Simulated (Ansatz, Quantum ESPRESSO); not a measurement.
# Ballistic transmission: vacuum gap of 4.5 Å between two Al(100) faces, part 3 of 4

Aim: the zero-bias transmission with pwcond for this junction: vacuum gap of 4.5 Å between two Al(100) faces.

Quantum ESPRESSO 7.5; plane-wave DFT, LDA, GBRV ultrasoft pseudopotentials; cross-check by Ansatz 0.2.0 with PAW datasets.

So far. Step 2 (Ground state): The run needed 17 iterations to bring the estimated error under 1e-07 Ry; the largest force on any atom, held or free, is 0.15 eV/Å. Step 3 (Transmission with pwcond.x): At no point does T exceed the number of channels.

### Step 4. The open system, with ewind = 6.0 and epsproj = 1e-07

Level of this step: transmission by pwcond, lead and junction from one cell; plane-wave DFT, LDA, GBRV ultrasoft pseudopotentials (Quantum ESPRESSO).

How much does a setting matter? One run is repeated with a change.

cond.w.in

```
&inputcond
  outdir = './out'
  prefixt = 'scf'
  tran_file = 'cond.w.dat'
  bdl = 2.8284271247
  bds = 9.3534124719
  ikind = 1
  ewind = 6.0
  epsproj = 1e-07
  nz1 = 7
  energy0 = 0.4
  denergy = -0.4
/
21
  0.00000000 0.00000000 0.01000000
  0.00000000 0.10000000 0.04000000
  0.00000000 0.20000000 0.04000000
  0.00000000 0.30000000 0.04000000
  0.00000000 0.40000000 0.04000000
  0.00000000 0.50000000 0.02000000
  0.10000000 0.10000000 0.04000000
  0.10000000 0.20000000 0.08000000
  0.10000000 0.30000000 0.08000000
  0.10000000 0.40000000 0.08000000
  0.10000000 0.50000000 0.04000000
  0.20000000 0.20000000 0.04000000
  0.20000000 0.30000000 0.08000000
  0.20000000 0.40000000 0.08000000
  0.20000000 0.50000000 0.04000000
  0.30000000 0.30000000 0.04000000
  0.30000000 0.40000000 0.08000000
  0.30000000 0.50000000 0.04000000
  0.40000000 0.40000000 0.04000000
  0.40000000 0.50000000 0.04000000
  0.50000000 0.50000000 0.01000000
3
```

Started as:

```
OMP_NUM_THREADS=1 mpirun -n 2 pwcond.x -in cond.w.in > cond.w.out
```

Log:

```text
[banner, memory and clock lines left out]
Program PWCOND v.7.5 starts
[citation notice left out]

[...]
./out/scf.save/

[...]
negative rho (up, down):  6.985E-06 0.000E+00
     Reading collected, re-writing distributed wavefunctions

===== INPUT FILE containing all the regions =====

     GEOMETRY:

     lattice parameter (alat)  =       5.3984  a.u.
     the volume                =    1471.5187 (a.u.)^3
     the cross section         =      29.1427 (a.u.)^2
     l of the unit cell        =       9.3534 (alat)
     number of atoms/cell      =           12
     number of atomic types    =            1

     crystal axes: (cart. coord. in units of alat)
               a(1) = (  1.0000  0.0000  0.0000 )
               a(2) = (  0.0000  1.0000  0.0000 )
               a(3) = (  0.0000  0.0000  9.3534 )

   Cartesian axes

     site n.     atom                  positions (alat units)
          1        Al     tau(  1)=(  0.0000  0.0000  9.3534  )
          2        Al     tau(  2)=(  0.5000  0.5000  0.7071  )
          3        Al     tau(  3)=(  0.0000  0.0000  1.4142  )
          4        Al     tau(  4)=(  0.5000  0.5000  2.1213  )
          5        Al     tau(  5)=(  0.0000  0.0000  2.8284  )
          6        Al     tau(  6)=(  0.5000  0.5000  3.5355  )
          7        Al     tau(  7)=(  0.0000  0.0000  5.1108  )
          8        Al     tau(  8)=(  0.5000  0.5000  5.8179  )
          9        Al     tau(  9)=(  0.0000  0.0000  6.5250  )
         10        Al     tau( 10)=(  0.5000  0.5000  7.2321  )
         11        Al     tau( 11)=(  0.0000  0.0000  7.9392  )
         12        Al     tau( 12)=(  0.5000  0.5000  8.6463  )

     nr1s                      =           24
     nr2s                      =           24
     nr3s                      =          216
     nr1sx                     =           24
     nr2sx                     =           24
     nr3sx                     =          216
     nr1                       =           25
     nr2                       =           25
     nr3                       =          240
     nr1x                      =           25
     nr2x                      =           25
     nr3x                      =          240

 _______________________________
  Radii of nonlocal spheres:

     type       ibeta     ang. mom.          radius (alat units)
       Al         1         0                    0.3554
       Al         2         1                    0.3554
       Al         3         2                    0.3554
----- General information -----

--- T calc. with identical leads (ikind=1) ---

     nrx                       =           24
     nry                       =           24
     nz1                       =            7

     energy0               =         4.0E-01
     denergy               =        -4.0E-01
     nenergy               =          3
     ecut2d                =         4.0E+01
     ewind                 =         6.0E+00
     epsproj               =         1.0E-07

     number of k_|| points=   21
                       cryst. coord.
        k(    1) = (   0.0000000   0.0000000), wk =   0.0100000
        k(    2) = (   0.0000000   0.1000000), wk =   0.0400000
[...]
k(   21) = (   0.5000000   0.5000000), wk =   0.0100000
----- Information about left/right lead -----

     nocros                   =            9
     noins                    =           27
     norb                     =           45
     norbf                    =           81
     nrz                      =           65

      iorb      type   ibeta   ang. mom.   m       position (alat)
        1        1       1        0        1   taunew(   1)=(  0.0000  0.0000  0.0000)
        2        1       2        1        1   taunew(   2)=(  0.0000  0.0000  0.0000)
[...]
45        1       3        2        5   taunew(  45)=(  0.0000  0.0000  2.8284)
    k slab    z(k)  z(k+1)     crossing(iorb=1,norb)
    1   0.0000 0.0435 0.0435   111111111000000000000000000000000000000000000
    2   0.0435 0.0870 0.0435   111111111000000000000000000000000000000000000
[...]
65   2.7849 2.8284 0.0435   000000000000000000000000000000000000111111111
----- Information about scattering region -----

     noins                    =           63
     norb                     =           81
     norbf                    =           81
     nrz                      =          151

      iorb      type   ibeta   ang. mom.   m       position (alat)
        1        1       1        0        1   taunew(   1)=(  0.0000  0.0000  0.0000)
        2        1       2        1        1   taunew(   2)=(  0.0000  0.0000  0.0000)
[...]
81        1       3        2        5   taunew(  81)=(  0.0000  0.0000  6.5250)
 ngper, shell number =           97          16
 ngper, n2d =           97          97
---  E-Ef =    0.4000000  k =    0.0000000   0.0000000
---  ie =          1  ik =          1
 Nchannels of the left tip =            1
 Right moving states:
   k1(2pi/a)   k2(2pi/a)   E-Ef (eV)
   0.2796211  -0.0000031   0.4000000
 Left moving states:
   k1(2pi/a)   k2(2pi/a)   E-Ef (eV)
  -0.2796211  -0.0000031   0.4000000

 to transmit
 Band j to band i transmissions and reflections:
    j         i     |T_ij|^2    |R_ij|^2

    1 -->     1     0.34944     0.65056
   Total T_j, R_j =    0.34944  0.65056

E-Ef(ev), T(x2 spins) =    0.4000000   0.6988893
---  E-Ef =    0.0000000  k =    0.0000000   0.0000000
---  ie =          2  ik =          1
 Nchannels of the left tip =            1
 Right moving states:
   k1(2pi/a)   k2(2pi/a)   E-Ef (eV)
   0.2364262  -0.0000032   0.0000000
 Left moving states:
   k1(2pi/a)   k2(2pi/a)   E-Ef (eV)
  -0.2364262  -0.0000032   0.0000000

 to transmit
 Band j to band i transmissions and reflections:
    j         i     |T_ij|^2    |R_ij|^2

    1 -->     1     0.27910     0.72090
   Total T_j, R_j =    0.27910  0.72090

E-Ef(ev), T(x2 spins) =    0.0000000   0.5582035
---  E-Ef =   -0.4000000  k =    0.0000000   0.0000000
---  ie =          3  ik =          1
 Nchannels of the left tip =            1
 Right moving states:
   k1(2pi/a)   k2(2pi/a)   E-Ef (eV)
   0.1917276  -0.0000032  -0.4000000
 Left moving states:
   k1(2pi/a)   k2(2pi/a)   E-Ef (eV)
  -0.1917276  -0.0000032  -0.4000000

 to transmit
 Band j to band i transmissions and reflections:
    j         i     |T_ij|^2    |R_ij|^2

    1 -->     1     0.21353     0.78647
   Total T_j, R_j =    0.21353  0.78647

E-Ef(ev), T(x2 spins) =   -0.4000000   0.4270575
 ngper, shell number =           95          49
 ngper, n2d =           95          95
[... further energies and points left out ...]
---  E-Ef =    0.4000000  k =    0.5000000   0.5000000
---  ie =          1  ik =         21
 Nchannels of the left tip =            2
 Right moving states:
   k1(2pi/a)   k2(2pi/a)   E-Ef (eV)
   0.2577857  -0.0000056   0.4000000
   0.2577857  -0.0000056   0.4000000
 Left moving states:
   k1(2pi/a)   k2(2pi/a)   E-Ef (eV)
  -0.2577857  -0.0000056   0.4000000
  -0.2577857  -0.0000056   0.4000000

 to transmit
 Band j to band i transmissions and reflections:
    j         i     |T_ij|^2    |R_ij|^2

    1 -->     1     0.00277     0.98613
    1 -->     2     0.00000     0.01110
   Total T_j, R_j =    0.00277  0.99723

    2 -->     1     0.00000     0.01110
    2 -->     2     0.00277     0.98613
   Total T_j, R_j =    0.00277  0.99723

E-Ef(ev), T(x2 spins) =    0.4000000   0.0110897
---  E-Ef =    0.0000000  k =    0.5000000   0.5000000
---  ie =          2  ik =         21
 Nchannels of the left tip =            4
 Right moving states:
   k1(2pi/a)   k2(2pi/a)   E-Ef (eV)
  -0.1186154   0.0000020   0.0000000
  -0.1239355  -0.0000089   0.0000000
   0.1792386  -0.0000058   0.0000000
   0.1792386  -0.0000058   0.0000000
 Left moving states:
   k1(2pi/a)   k2(2pi/a)   E-Ef (eV)
   0.1186154   0.0000020   0.0000000
   0.1239355  -0.0000089   0.0000000
  -0.1792386  -0.0000058   0.0000000
  -0.1792386  -0.0000058   0.0000000

 to transmit
 Band j to band i transmissions and reflections:
    j         i     |T_ij|^2    |R_ij|^2

    1 -->     1     0.00048     0.99952
    1 -->     2     0.00000     0.00000
    1 -->     3     0.00000     0.00000
    1 -->     4     0.00000     0.00000
   Total T_j, R_j =    0.00048  0.99952

    2 -->     1     0.00000     0.00000
    2 -->     2     0.00046     0.99954
    2 -->     3     0.00000     0.00000
    2 -->     4     0.00000     0.00000
   Total T_j, R_j =    0.00046  0.99954

    3 -->     1     0.00000     0.00000
    3 -->     2     0.00000     0.00000
    3 -->     3     0.00203     0.99608
    3 -->     4     0.00000     0.00190
   Total T_j, R_j =    0.00203  0.99797

    4 -->     1     0.00000     0.00000
    4 -->     2     0.00000     0.00000
    4 -->     3     0.00000     0.00190
    4 -->     4     0.00203     0.99608
   Total T_j, R_j =    0.00203  0.99797

E-Ef(ev), T(x2 spins) =    0.0000000   0.0099982
---  E-Ef =   -0.4000000  k =    0.5000000   0.5000000
---  ie =          3  ik =         21
 Nchannels of the left tip =            4
 Right moving states:
   k1(2pi/a)   k2(2pi/a)   E-Ef (eV)
   0.0950642  -0.0000060  -0.4000000
   0.0950642  -0.0000060  -0.4000000
  -0.2487068   0.0000020  -0.4000000
  -0.2522447  -0.0000087  -0.4000000
 Left moving states:
   k1(2pi/a)   k2(2pi/a)   E-Ef (eV)
  -0.0950642  -0.0000060  -0.4000000
  -0.0950642  -0.0000060  -0.4000000
   0.2487068   0.0000020  -0.4000000
   0.2522447  -0.0000087  -0.4000000

 to transmit
 Band j to band i transmissions and reflections:
    j         i     |T_ij|^2    |R_ij|^2

    1 -->     1     0.00148     0.99787
    1 -->     2     0.00000     0.00064
    1 -->     3     0.00000     0.00000
    1 -->     4     0.00000     0.00000
   Total T_j, R_j =    0.00148  0.99852

    2 -->     1     0.00000     0.00064
    2 -->     2     0.00148     0.99787
    2 -->     3     0.00000     0.00000
    2 -->     4     0.00000     0.00000
   Total T_j, R_j =    0.00148  0.99852

    3 -->     1     0.00000     0.00000
    3 -->     2     0.00000     0.00000
    3 -->     3     0.00059     0.99941
    3 -->     4     0.00000     0.00000
   Total T_j, R_j =    0.00059  0.99941

    4 -->     1     0.00000     0.00000
    4 -->     2     0.00000     0.00000
    4 -->     3     0.00000     0.00000
    4 -->     4     0.00057     0.99943
   Total T_j, R_j =    0.00057  0.99943

E-Ef(ev), T(x2 spins) =   -0.4000000   0.0082596
   T_tot     0.40000      0.31564E+00
   T_tot     0.00000      0.15031E+00
   T_tot    -0.40000      0.12518E+00

[...]
```

Elapsed: 3 min, on 2 MPI ranks of Arm Neoverse N1, shared host; peak memory 0.14 GiB; 6 min of CPU time.

Beside the run it was changed from:

```tsv
quantity	this run	unchanged run	difference
transmission at the Fermi level, one spin	0.07516	0.07515	7.7e-6
lead channels at the Fermi level, one spin	1.61	1.61	0
wall time (s)	182	76
```

Over all energies T moves by up to 2.0e-4, at 0.4 eV.

The physical values in this table stay within 0.05 %.

[end of part 3 of 4]

[Logs are printed without paths, hosts, clocks, repeated set-up lines and the standing remarks that a program may print on its own settings, such as how far it seeks lower states.]

[Hosts, paths, dates, database ids (printed as entryN), source tags and the programs' standing remarks are cut or masked in the printed files.]

[Maps of the electrostatic potential energy from Ansatz leave out the sawtooth potential of an applied field or a dipole correction, so their vacuum need not be flat; planar profiles and work functions include it.]
